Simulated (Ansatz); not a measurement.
# Where Hf_Mg puts its levels in the gap of MgO (Fm-3m)

Aim: at which Fermi levels does Hf_Mg in MgO (Fm-3m) change its charge? The model is a cell of 54 host atoms with 1 Mg taken out and 1 Hf put in.

Program: Ansatz 0.2.0. Level of theory: place-levels on r2SCAN runs: charge-transition levels and formation energies with image-charge correction and potential alignment at the atomic sites; PAW set soft_1. Results are calculated unless marked as measured.

The experiments to compare with:

For MgO, rocksalt (bulk crystal), “Electronic structure of alkaline earth and post-transition metal oxides” (2009, arxiv:0908.1581) quotes earlier work: band gap (literature experimental gap) 7.83 eV [Literature value based on experiment; other listed experimental values range from 7.7 to …].

Most raw output is cut from this account.

### Step 1. Starting point

The cell holds 54 atoms: 26 Mg, 27 O and 1 Hf. Its edges and angles: a = 8.925 Å, b = 8.925 Å, c = 8.925 Å, α = 60.0°, β = 60.0°, γ = 60.0°. It derives from MgO (space group Fm-3m). Nearest the centre at fractional (0.667, 0.667, 0.333): Hf51 at 0.00 Å, O28 at 2.10 Å, O44 at 2.10 Å, O32 at 2.10 Å, O34 at 2.10 Å, O46 at 2.10 Å, O50 at 2.10 Å, Mg9 at 2.98 Å.

As a file:

```xyz
54
Lattice="0.0000 6.3112 6.3112 6.3112 0.0000 6.3112 6.3112 6.3112 0.0000" Properties=species:S:1:pos:R:3 pbc="T T T"
Mg    0.0000    0.0000    0.0000
O     2.1037    2.1037    2.1037
Mg    2.1037    2.1037    0.0000
O     4.2075    4.2075    2.1037
Mg    4.2075    4.2075    0.0000
O     6.3112    6.3112    2.1037
Mg    2.1037    0.0000    2.1037
O     4.2075    2.1037    4.2075
Mg    4.2075    2.1037    2.1037
O     6.3112    4.2075    4.2075
Mg    6.3112    4.2075    2.1037
O     8.4150    6.3112    4.2075
Mg    4.2075    0.0000    4.2075
O     6.3112    2.1037    6.3112
Mg    6.3112    2.1037    4.2075
O     8.4150    4.2075    6.3112
Mg    8.4150    4.2075    4.2075
O    10.5187    6.3112    6.3112
Mg    0.0000    2.1037    2.1037
O     2.1037    4.2075    4.2075
Mg    2.1037    4.2075    2.1037
O     4.2075    6.3112    4.2075
Mg    4.2075    6.3112    2.1037
O     6.3112    8.4150    4.2075
Mg    2.1037    2.1037    4.2075
O     4.2075    4.2075    6.3112
Mg    4.2075    4.2075    4.2075
O     6.3112    6.3112    6.3112
Mg    6.3112    6.3112    4.2075
O     8.4150    8.4150    6.3112
Mg    4.2075    2.1037    6.3112
O     6.3112    4.2075    8.4150
Mg    6.3112    4.2075    6.3112
O     8.4150    6.3112    8.4150
Mg    8.4150    6.3112    6.3112
O    10.5187    8.4150    8.4150
Mg    0.0000    4.2075    4.2075
O     2.1037    6.3112    6.3112
Mg    2.1037    6.3112    4.2075
O     4.2075    8.4150    6.3112
Mg    4.2075    8.4150    4.2075
O     6.3112   10.5187    6.3112
Mg    2.1037    4.2075    6.3112
O     4.2075    6.3112    8.4150
Mg    4.2075    6.3112    6.3112
O     6.3112    8.4150    8.4150
Mg    6.3112    8.4150    6.3112
O     8.4150   10.5187    8.4150
Mg    4.2075    4.2075    8.4150
O     6.3112    6.3112   10.5187
Hf    6.3112    6.3112    8.4150
O     8.4150    8.4150   10.5187
Mg    8.4150    8.4150    8.4150
O    10.5187   10.5187   10.5187
```

Known beforehand: the electronic dielectric constant, 3.24, and the static one, 10.37, from a response run on this crystal (DFPT, PBEsol) at that run's own cell.

The cell's shortest repeat is 8.9 Å.

### Step 2. The runs of each charge state

A transition level is the Fermi level at which two charge states cost the same, so each charge needs its own total energy, at its own relaxed structure.

Each atom starts 0.05 Å or so off its site in a random direction: a symmetric start keeps its symmetry, and would miss off-centre moves and Jahn–Teller distortions. Forces are taken at one point at (¼, ¼, ¼). The cell holds 1 electron more than the neutral one, with a uniform background that keeps it neutral on the whole. The electron count is odd, so at least one spin is unpaired; this run locks the moment at 1 μB.

The sampling was tested on the host first: at the k-points planned (1x1x1 shifted 0.25 0.25 0.25) its energy lies 0.020 eV an atom from the dense-mesh value, under the bound of 0.02 eV set for this test; that bounds the host's error, not the defect's.

One state's input; the others differ in charge, spin, start and seed, and in occupations where the table says so.

Contents of qm1_M1.relax/input.yaml:

```yaml
crystal:
  lattice:
    - [0.0, 2.10374764, 2.10374764]
    - [2.10374764, 0.0, 2.10374764]
    - [2.10374764, 2.10374764, 0.0]
  atoms:
    - { symbol: Mg, position: [0.0, 0.0, 0.0] }
    - { symbol: O, position: [0.5, 0.5, 0.5] }
  supercell: [3, 3, 3]
  defects: [{ substitution: { at: 50, symbol: Hf } }]
total_charge: -1
basis:
  ecutwfc: 500
  xc_grid: 2
hamiltonian:
  xc: r2scan
  pseudopotentials: { kind: paw, azcp: { folder: soft_1 } }
kpoints:
  mp_grid: { grid: [1, 1, 1], shift: [0.25, 0.25, 0.25] }
magnetization:
  spin_polarized: true
  initial_magnetization: 1
  spin_locking: { lock_magnetization: hard }
scf:
  occupations: { method: fixed }
  max_iter: 100
output:
  forces: true
  charged_corrections: { epsilon: 3.24, static_epsilon: 10.37 }
relax:
  f_tol: 0.02
  max_steps: 80
  random_displacement: { amplitude: 0.05, seed: 2332 }
checkpoint:
  write: "../qm1_M1.relax.run"
  compress: false
  write_wavefunctions: true
  write_every: 100000
```

Command:

```
> ansatz run input.yaml --threads 4 --pin off --max-ram 7536MiB --backend cpu --events-out ev --progress --plain --runs-dir out
```

The relaxed structure is kept and the sampling changed to a 2×2×2 shifted mesh.

The run of this state that the levels use, under r2SCAN:

Contents of qm1_M1.point/input.yaml:

```yaml
crystal:
  checkpoint: "../qm1_M1.relax.run"
  host: checkpoint
total_charge: -1
basis:
  ecutwfc: 500
  xc_grid: 2
hamiltonian:
  xc: r2scan
  pseudopotentials: { kind: paw, azcp: { folder: soft_1 } }
kpoints:
  mp_grid: { grid: [2, 2, 2], shift: [0.5, 0.5, 0.5] }
magnetization:
  spin_polarized: true
  initial_magnetization: 1
  spin_locking: { lock_magnetization: hard }
scf:
  occupations: { method: fermi_dirac, width: 0.01 }
  max_iter: 100
output:
  forces: true
  eigenvalues: true
  charged_corrections:
    epsilon: 3.24
    static_epsilon: 10.37
    defect_position: [0.666667, 0.666667, 0.333333]
  eigenstates: { localisation: true }
  populations: true
  efg: {}
  band_densities: [{ bands: [v1, v1] }, { bands: [c1, c1] }]
  write_density: true
  write_potential: true
  volumetric_format: npy
  elf: true
checkpoint:
  read: "../qm1_M1.relax.run"
  write: "../qm1_M1.point.run"
  compress: false
  write_wavefunctions: false
  write_every: 100000
```

Relaxations under r2SCAN at one point at (¼, ¼, ¼); times on 4 threads of Intel Xeon Platinum 8175M at 2.50GHz (Skylake/Cascade Lake), shared host:

| charge | moment (μB) | occupations | outcome | steps | largest displacement against the far atoms (Å) | time |
| --- | --- | --- | --- | --- | --- | --- |
| −1 | 1 | fixed | converged | 8 | 0.16 | 6.1 min |
| 0 | 0 | fixed | converged | 10 | 0.17 | 3.6 min |
| +1 | 1 | fixed | converged | 8 | 0.07 | 5.6 min |
| +2 | 0 | fixed | converged | 6 | 0.07 | 92 s |
| 0 | 2 | fixed | converged | 9 | 0.14 | 6.1 min |

Single points under r2SCAN at a 2×2×2 shifted mesh; times on 4 threads of Intel Xeon Platinum 8175M at 2.50GHz (Skylake/Cascade Lake), shared host:

| charge | moment (μB) | occupations | outcome | time |
| --- | --- | --- | --- | --- |
| −1 | 1 | fermi-dirac | converged | 9.2 min |
| 0 | 0 | fermi-dirac | converged | 84 s |
| +1 | 1 | fermi-dirac | converged | 3 min |
| +2 | 0 | fermi-dirac | converged | 68 s |
| 0 | 2 | fermi-dirac | converged | 2.9 min |

Distances (Å) from Hf51 to the nearest atoms after relaxation with r2SCAN:

| charge | moment (μB) | 1. | 2. | 3. | 4. | 5. | 6. |
| --- | --- | --- | --- | --- | --- | --- | --- |
| −1 | 1 | O 2.19 | O 2.19 | O 2.21 | O 2.21 | O 2.21 | O 2.22 |
| 0 | 0 | O 2.09 | O 2.09 | O 2.21 | O 2.21 | O 2.21 | O 2.21 |
| 0 | 2 | O 2.19 | O 2.19 | O 2.21 | O 2.21 | O 2.21 | O 2.21 |
| +1 | 1 | O 2.14 | O 2.14 | O 2.14 | O 2.14 | O 2.14 | O 2.14 |
| +2 | 0 | O 2.07 | O 2.07 | O 2.07 | O 2.07 | O 2.07 | O 2.07 |

### Step 3. Levels against the band edges, r2SCAN

A charged cell interacts with its images and the background, and its potential has another zero than the host's. place-levels removes the first by a point-charge model, screened by the static dielectric constant since the ions have relaxed around the charge, and the second by comparing potentials at atoms far from the defect.

The host is a run of the defect-free crystal in the same cutoffs, grids and k-points, so that basis and sampling errors cancel in part in the differences. The host is run in a cell of 2 atoms on a matching mesh. Its band edges are searched through the zone by a band path, so the gap is smaller than, or equal to, that on the mesh. Chemical potentials are energies per atom of Mg (hcp) and Hf (hcp), run with the same functional and cutoff.

Contents of levels.point.yaml:

```yaml
host:
  run: host.point.run
states: [qm1_M1.point.run, q0.point.run, qp1_M1.point.run, qp2.point.run, q0_M2.point.run]
geometry_from:
  qm1_M1.point.run: qm1_M1.relax.run
  q0.point.run: q0.relax.run
  qp1_M1.point.run: qp1_M1.relax.run
  qp2.point.run: qp2.relax.run
  q0_M2.point.run: q0_M2.relax.run
chemical_potentials:
  Mg:
    energy: -1926.407918
    dataset: "<sha256 of the dataset>"
  Hf:
    energy: -15733.791958
    dataset: "<sha256 of the dataset>"
epsilon: 3.24
static_epsilon: 10.37
vertical:
  - { from: qm1_M1.point.run, to: qm1_M1.point_neutral.run }
  - { from: qp1_M1.point.run, to: qp1_M1.point_neutral.run }
  - { from: qp2.point.run, to: qp2.point_neutral.run }
```

Command:

```
> ansatz place-levels levels.point.yaml -- --threads 4 --pin off --max-ram 7536MiB
```

It took 0.98 s on 4 threads of Intel Xeon Platinum 8175M at 2.50GHz (Skylake/Cascade Lake), shared host.

Levels between the charges placed, in eV above the valence top:

|  | gap (eV) | (+2/+1) | (+1/0) | (0/−1) |
| --- | --- | --- | --- | --- |
| r2SCAN | 5.68 | 4.77 | 5.56 | 5.68 |

Corrections by state:

| charge | moment (μB) | image terms and alignment (eV) | band filling (eV) | ε used | over the lowest of its charge, as the program ranks them, band filling apart (eV) |
| --- | --- | --- | --- | --- | --- |
| +2 | 0.0 | 2.156 | - | 10.37 | 0.000 |
| +1 | 1.0 | 0.815 | - | 10.37 | 0.000 |
| 0 | 2.0 | 0.000 | - | - | 0.000 |
| −1 | 1.0 | -0.261 | -1.273 | 10.37 | 0.000 |
| 0 | 0.0 | 0.000 | - | - | 0.672 |

The charged structures listed were also run neutral, and place-levels reads from each pair, by the potential or the spins, how wide the charge is by which they differ; that can be the carrier of either run.

| charge | rms radius (Å) | spread where it is widest against the cell (Å) | wide from (Å) | reading |
| --- | --- | --- | --- | --- |
| +2 | 3.1 | 1.77 | 1.26 | wide |
| +1 | 2.1 | 1.18 | 1.26 | narrow |
| −1 | 2.2 | 1.25 | 1.26 | narrow |

The neutral runs of these pairs need not share the spin of the lowest neutral state, and very wide values only mean spread over the cell.

From the program's caveats on the states, each cut to its opening words:

- charge +2: it parts from the run at its places by a charge that spreads by about 1.8 Å along one vector (1.3 Å or more is wide), by its potential at epsilon 3.24, taken [...]
- charge +2, +1 (1 μB), 0 (2 μB), −1 (1 μB), 0: its alignment with the host at atomic sites is doubtful: the cell is too small to show whether the defect's potential has decayed: take a larger one
- charge +1 (1 μB), 0 (2 μB), −1 (1 μB): flagged: stability check not made
- charge −1 (1 μB): a band-filling correction moves a carrier to the host's band edge, which changes its energy by -1.273 eV
- charge −1 (1 μB): the host's ions (past the first shell or, of a walk that freed a part, those that it held) aren't shown at rest: they stand up to 0.064 Å off their sites, 0.68 [...]
- charge −1 (1 μB): its moments are held at its close (magnetization.spin_locking), by a field of 0.191 eV a Bohr magneton, and its energy and levels are of the state that this [...]
- charge −1 (1 μB): flagged: look outside group

The host's formation energy from the elements is -2.963 eV per atom; it sets how far the chemical potentials can move.

Limit set by the element alone; other compounds of these elements are not counted. Chemical potentials from the elements' reference states: Mg 0.00 eV, O -5.93 eV, Hf 0.00 eV. Formation energies (Mg-rich), with the Fermi level at the valence top and at the conduction bottom (gap 5.68 eV):

| charge | at valence top (eV) | at conduction bottom (eV) | correction included (eV) |
| --- | --- | --- | --- |
| +2 | -5.49 | 5.86 | 2.16 |
| +1 | -0.72 | 4.96 | 0.82 |
| 0 | 4.84 | 4.84 | 0.00 |
| −1 | 10.52 | 4.84 | -1.53 |

```csv
Fermi level (eV),lowest formation energy (eV)
0.00,-5.49
0.52,-4.46
1.03,-3.43
1.55,-2.40
2.06,-1.37
2.58,-0.33
3.10,0.71
3.61,1.74
4.13,2.77
4.65,3.80
5.16,4.44
5.68,4.84
```

Limit set by the element alone; other compounds of these elements are not counted. Chemical potentials from the elements' reference states: O 0.00 eV, Mg -5.93 eV, Hf 0.00 eV. Formation energy by charge state (O-rich; gap 5.68 eV):

| charge | at valence top (eV) | at conduction bottom (eV) | correction included (eV) |
| --- | --- | --- | --- |
| +2 | -11.42 | -0.06 | 2.16 |
| +1 | -6.64 | -0.97 | 0.82 |
| 0 | -1.08 | -1.08 | 0.00 |
| −1 | 4.59 | -1.08 | -1.53 |

(Fermi level (eV), lowest formation energy (eV)): (0.00, -11.42), (0.52, -10.39), (1.03, -9.35), (1.55, -8.32), (2.06, -7.29), (2.58, -6.26), (3.10, -5.22), (3.61, -4.19), (4.13, -3.16), (4.65, -2.12), (5.16, -1.48), (5.68, -1.08)

### Step 4. The same at the relaxations' own k-points

The relaxations' own energies give the levels at their sampling, for comparison.

Contents of levels.relax_mesh.yaml:

```yaml
host:
  run: host.relax.run
states: [qm1_M1.relax.run, q0.relax.run, qp1_M1.relax.run, qp2.relax.run, q0_M2.relax.run]
chemical_potentials:
  Mg:
    energy: -1926.407918
    dataset: "<sha256 of the dataset>"
  Hf:
    energy: -15733.791958
    dataset: "<sha256 of the dataset>"
```

Command:

```
> ansatz place-levels levels.relax_mesh.yaml -- --threads 4 --pin off --max-ram 7536MiB
```

Elapsed: 0.27 s, on 4 threads.

Levels between neighbouring charges, in eV above the valence top:

|  | gap (eV) | (+2/+1) | (+1/0) | (0/−1) |
| --- | --- | --- | --- | --- |
| one point at (¼, ¼, ¼) | 5.66 | 4.70 | 5.47 | 5.70 |
| a 2×2×2 shifted mesh | 5.68 | 4.77 | 5.56 | 5.68 |

Going from one point at (¼, ¼, ¼) to a 2×2×2 shifted mesh moves the levels that carry no band-filling term by up to 0.09 eV and formation energies against the elements by up to 0.16 eV; band-filling terms, which differ between samplings, are in these energies.

### Step 5. Results

```json
{
 "gap of the host": "5.68 eV (r2SCAN)",
 "level (plus 2/plus 1)": "4.77 eV above the valence top",
 "level (plus 1/0)": "5.56 eV above the valence top",
 "level (0/minus 1)": "5.68 eV above the valence top, at the conduction bottom (6.95 eV above the valence top without the band-filling term)",
 "lowest of the charges placed, just above the valence top (0.02 eV)": "+2",
 "lowest of the charges placed, just below the conduction bottom (0.02 eV)": "0",
 "lowest formation energy at mid-gap of the charges run, Mg-rich": "0.19 eV",
 "lowest formation energy at mid-gap of the charges run, O-rich": "-5.74 eV"
}
```

In words: Of the charges placed (−1, 0, +1 and +2), the lowest changes at 4.77 eV (+2/+1) and 5.56 eV (+1/0) above the valence top, in a gap of 5.68 eV. (+2/+1) and (+1/0) lie nearer to a band edge than the share of the finite-size correction in them (1.34 and 0.82 eV), and that correction holds for a localised charge alone. (+1/0) lies 0.12 eV from a band edge, less than the doubt on such levels. Charges above +2 were not placed, so these runs say nothing of levels that involve them. States placed: +2 at 0 μB; +1 at 1 μB; 0 at 2 μB and 0 μB; −1 at 1 μB. Other spin states or structures, where not listed, weren't placed. The program finds carriers beyond a band edge of the host and adds a band-filling term at charge −1 (-1.27 eV); steps to such a charge show no bound level, and a defect level inside a band would be read the same way. Corrections reach 2.2 eV, so the cell is small for these charges and their levels are rough. Hf is taken at its element; compounds, which aren't counted here, bound the chemical potentials and would shift these formation energies. The lowest formation energy (O-rich) is negative across the gap, so the defect would form by itself: these chemical potentials lie beyond what competing compounds allow, or the host is unstable against it. Going from one point at (¼, ¼, ¼) to a 2×2×2 shifted mesh moves the levels that carry no band-filling term by up to 0.09 eV and formation energies against the elements by up to 0.16 eV; band-filling terms, which differ between samplings, are in these energies. The program doubts the alignment of potentials for at least one state, a sign that the cell is small. Keep in mind: the images are only 8.9 Å apart; r2SCAN makes the gap too small and tends to spread out bound carriers; where a gas molecule sets a chemical potential or the host's formation energy, its binding is uncorrected; spin–orbit coupling, which can matter with heavy atoms, is left out; force components of up to 1.48 eV/Å remain in a run at the final settings.

Comparison with the measured values:

| quantity | measured | r2SCAN |
| --- | --- | --- |
| band gap (least gap of the host) (eV) | 7.83 | 5.68 (-2.15 eV) |

Measured values from arxiv:0908.1581 (2009).

**Verdict.** The band gap is off by -2.15 eV: a clear miss. Local and semilocal functionals usually give gaps below the measured ones. Zero-point and thermal motion shift the measured gap.

[Logs are printed without paths, hosts, clocks, repeated set-up lines and the standing remarks that a program may print on its own settings, such as how far it seeks lower states.]

[Hosts, paths, dates, database ids (printed as entryN), source tags and the programs' standing remarks are cut or masked in the printed files.]

[Where a table of states has a column of steps, it counts the stored structures, which are thinned; the runs took as many ionic steps or more.]

[A defect's name tells the site on which it was built; relaxed atoms can leave that site.]

[For some hosts the program warned that the k-mesh of the response run may be too coarse for force constants and the static dielectric constant; such warnings are not shown here.]
